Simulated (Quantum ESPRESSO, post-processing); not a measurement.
# Cl on fcc sites of Ir(111), stepped through the coverage, part 2 of 2

Wanted: a table for Cl on fcc sites of Ir(111) against the coverage, and what can be fitted to it.

Quantum ESPRESSO 7.5; plane-wave DFT, PBE, GBRV ultrasoft pseudopotentials.

So far. Step 8 (Ground state, 0.1111 ML): Inside the slab this potential holds the local part of the pseudopotentials, which can be repulsive at the nuclei; only its value in the vacuum has a meaning of its own. Step 9 (Relaxing the ions, 0.75 ML): The relaxation lowers the energy by 39 meV an atom. On the free atoms the largest force ends at 0.020 eV/Å.

### Step 10. Ground state, 0.75 ML

The input, m7.esm.in:

```
&control
  prefix = 'm7.esm'
  outdir = './out'
  pseudo_dir = './pseudo'
  calculation = 'scf'
  tprnfor = .true.
/
&system
  ibrav = 0
  nat = 15
  ntyp = 2
  ecutwfc = 40
  ecutrho = 200
  occupations = 'smearing'
  smearing = 'mv'
  degauss = 0.02
  assume_isolated = 'esm'
  esm_bc = 'bc1'
/
&electrons
  conv_thr = 1e-07
  mixing_beta = 0.25
  electron_maxstep = 160
  mixing_mode = 'local-TF'
  mixing_ndim = 12
/
ATOMIC_SPECIES
  Ir  192.2170  ir_pbe_v1.2.uspp.F.UPF
  Cl  35.4500  cl_pbe_v1.4.uspp.F.UPF
CELL_PARAMETERS angstrom
  5.47192098696509 0.00000000000000 0.00000000000000
  2.73596049348254 4.73882258221298 0.00000000000000
  0.00000000000000 0.00000000000000 20.44520623885795
ATOMIC_POSITIONS crystal
  Ir  -0.000000000000 0.500000000000 -0.157516146500
  Ir  0.500000000000 0.000000000000 -0.157516146500
  Ir  0.500000000000 0.500000000000 -0.157516146500
  Ir  0.000000000000 0.000000000000 -0.157516146500
  Ir  0.166666666700 0.666666666700 -0.048253253200
  Ir  0.666666666700 0.166666666700 -0.048253253200
  Ir  0.666666666700 0.666666666700 -0.048253253200
  Ir  0.166666666700 0.166666666700 -0.048253253200
  Ir  0.836215748300 0.327568503300 0.057136502600
  Ir  0.327568503300 0.836215748300 0.057136502600
  Ir  0.333333333300 0.333333333300 0.055240789300
  Ir  0.836215748300 0.836215748300 0.057136502600
  Cl  0.001342453900 0.499328773000 0.157516146500
  Cl  0.499328773000 0.001342453900 0.157516146500
  Cl  0.499328773000 0.499328773000 0.157516146500
K_POINTS automatic
  5 5 1 0 0 0
```

Launch:

```console
$ OMP_NUM_THREADS=1 mpirun -n 16 pw.x -nk 2 -in m7.esm.in > m7.esm.out
```

Elapsed: 3 min, on 16 MPI ranks of Arm Neoverse V1, shared host; peak memory 2.3 GiB; 47 min of CPU time.

This step gave:

- free energy: -31030.6199 eV
- Fermi energy: -5.243 eV
- vacuum line at the lower end of the cell, over the Fermi level: 5.415 eV
- vacuum line at the upper end of the cell, over the Fermi level: 5.070 eV

Inside the slab this potential holds the local part of the pseudopotentials, which can be repulsive at the nuclei; only its value in the vacuum has a meaning of its own.

### Step 11. Relaxing the ions, 1 ML

System of this step: Ir(111), 3 layers, 1 sites a cell, 1 Cl on fcc sites. The cell holds 4 atoms: 3 Ir and 1 Cl. Cell: a = 2.736 Å, b = 2.736 Å, c = 20.445 Å, α = 90.0°, β = 90.0°, γ = 60.0°. It derives from Ir. Vacuum lies along c.

The input, m8.relax.in:

```
&control
  prefix = 'm8.relax'
  outdir = './out'
  pseudo_dir = './pseudo'
  nstep = 70
  forc_conv_thr = 0.0015
  calculation = 'relax'
/
&system
  ibrav = 0
  nat = 4
  ntyp = 2
  ecutwfc = 40
  ecutrho = 200
  occupations = 'smearing'
  smearing = 'mv'
  degauss = 0.02
/
&electrons
  conv_thr = 1e-07
  mixing_beta = 0.3
  electron_maxstep = 120
  mixing_mode = 'local-TF'
/
&ions
/
ATOMIC_SPECIES
  Ir  192.2170  ir_pbe_v1.2.uspp.F.UPF
  Cl  35.4500  cl_pbe_v1.4.uspp.F.UPF
CELL_PARAMETERS angstrom
  2.73596049348254 0.00000000000000 0.00000000000000
  1.36798024674127 2.36941129110649 0.00000000000000
  0.00000000000000 0.00000000000000 20.44520623885795
ATOMIC_POSITIONS crystal
  Ir  0.000000000000 0.000000000000 0.344984942308 0 0 0
  Ir  0.333333333400 0.333333333400 0.454247835643 0 0 0
  Ir  0.666666666700 0.666666666700 0.563510728978
  Cl  0.000000000000 0.000000000000 0.655015057692
K_POINTS automatic
  9 9 1 0 0 0
```

Launch:

```console
$ OMP_NUM_THREADS=1 mpirun -n 16 pw.x -nk 4 -in m8.relax.in > m8.relax.out
```

Run time: 36 s. Hardware: 16 MPI ranks; peak memory 0.98 GiB.

Step by step:

```tsv
step	energy less that of the first step (eV)	largest force (eV/Å)
1	0.0000	2.7440
2	-0.1757	1.4694
3	-0.2538	0.3233
4	-0.2574	0.2030
5	-0.2590	0.1729
6	-0.2607	0.1897
7	-0.2630	0.1667
8	-0.2650	0.0839
9	-0.2652	0.0278
```

The atoms that moved most (Å):

```tsv
atom	dx	dy	dz	length
Cl4	0.000	0.000	0.165	0.165
Ir3	0.000	0.000	-0.107	0.107
```

Final coordinates:

```xyz
4
Lattice="2.7360 0.0000 0.0000 1.3680 2.3694 0.0000 0.0000 0.0000 20.4452" Properties=species:S:1:pos:R:3
Ir    0.0000    0.0000    7.0533
Ir    1.3680    0.7898    9.2872
Ir    2.7360    1.5796   11.4141
Cl    0.0000    0.0000   13.5567
```

The relaxation lowers the energy by 66 meV an atom. On the free atoms the largest force ends at 0.028 eV/Å.

This step gave:

| Quantity | Value |
| --- | --- |
| free energy | -7870.4149 eV |
| Fermi energy | 6.104 eV |

### Step 12. Ground state, 1 ML

The input, m8.esm.in:

```
&control
  prefix = 'm8.esm'
  outdir = './out'
  pseudo_dir = './pseudo'
  calculation = 'scf'
  tprnfor = .true.
/
&system
  ibrav = 0
  nat = 4
  ntyp = 2
  ecutwfc = 40
  ecutrho = 200
  occupations = 'smearing'
  smearing = 'mv'
  degauss = 0.02
  assume_isolated = 'esm'
  esm_bc = 'bc1'
/
&electrons
  conv_thr = 1e-07
  mixing_beta = 0.25
  electron_maxstep = 160
  mixing_mode = 'local-TF'
  mixing_ndim = 12
/
ATOMIC_SPECIES
  Ir  192.2170  ir_pbe_v1.2.uspp.F.UPF
  Cl  35.4500  cl_pbe_v1.4.uspp.F.UPF
CELL_PARAMETERS angstrom
  2.73596049348254 0.00000000000000 0.00000000000000
  1.36798024674127 2.36941129110649 0.00000000000000
  0.00000000000000 0.00000000000000 20.44520623885795
ATOMIC_POSITIONS crystal
  Ir  0.000000000000 0.000000000000 -0.159045274050
  Ir  0.333333333400 0.333333333400 -0.049782380750
  Ir  0.666666666700 0.666666666700 0.054247326250
  Cl  0.000000000000 0.000000000000 0.159045274050
K_POINTS automatic
  9 9 1 0 0 0
```

Launch:

```console
$ OMP_NUM_THREADS=1 mpirun -n 16 pw.x -nk 4 -in m8.esm.in > m8.esm.out
```

Wall time 22 s (16 MPI ranks); peak memory 0.99 GiB; 5.8 min of CPU time.

This step gave:

- free energy: -7870.4147 eV
- Fermi energy: -5.200 eV
- vacuum line at the lower end of the cell, over the Fermi level: 5.361 eV
- vacuum line at the upper end of the cell, over the Fermi level: 5.038 eV

Inside the slab this potential holds the local part of the pseudopotentials, which can be repulsive at the nuclei; only its value in the vacuum has a meaning of its own.

### Step 13. The series side by side

The series in one table:

```tsv
the coverage	adsorption energy an atom, from the free molecule (eV)	work function of the upper face (eV)	work function of the lower face (eV)
0 ML	-	5.266	5.266
0.1111 ML	-	5.077	5.316
0.1667 ML	-	4.994	5.36
0.25 ML	-	4.921	5.401
0.3333 ML	-	4.815	5.385
0.5 ML	-0.9213	5.087	5.376
0.6667 ML	-0.5232	5.087	5.404
0.75 ML	-0.2297	5.07	5.415
1 ML	0.2923	5.038	5.361
```

### Step 14. Worked from the printed numbers

At 1 ML: E_ads = [-7870.4147 − 1 × (-7417.8098)]/1 − (-905.7945)/2 = 0.292 eV. Cells and meshes differ along the series, and any error of the slab's energy is multiplied by the number of slab cells an adsorbate, so no value is given under half a monolayer.

### Step 15. Results

| Quantity | Value |
| --- | --- |
| adsorption energy an atom, from the free molecule, at 0.5 ML and at 1 ML | -0.92, 0.29 eV |
| work function of the upper face, at 0 ML and at 1 ML | 5.27, 5.04 eV |

In words: The series holds 9 members (PBE, GBRV ultrasoft). From 0.5 ML to 1 ML the adsorption energy an atom, from the free molecule rises from -0.92 to 0.29 eV. From 0 ML to 1 ML the work function of the upper face goes from 5.27 to 5.04 eV by way of 4.81 at 0.3333 ML. The untouched lower face should keep its work function but moves by 0.15 eV, since the slab is thin and cells, meshes or relaxed layers differ between members; changes of the upper face are uncertain by about as much. Thin slabs, one site and one ordered pattern a coverage; no reconstruction or subsurface sites; meshes differ a little between cells.

[Logs are printed without paths, hosts, clocks, repeated set-up lines and the standing remarks that a program may print on its own settings, such as how far it seeks lower states.]

[Hosts, paths, dates, database ids (printed as entryN), source tags and the programs' standing remarks are cut or masked in the printed files.]

[Maps of the electrostatic potential energy from Ansatz leave out the sawtooth potential of an applied field or a dipole correction, so their vacuum need not be flat; planar profiles and work functions include it.]
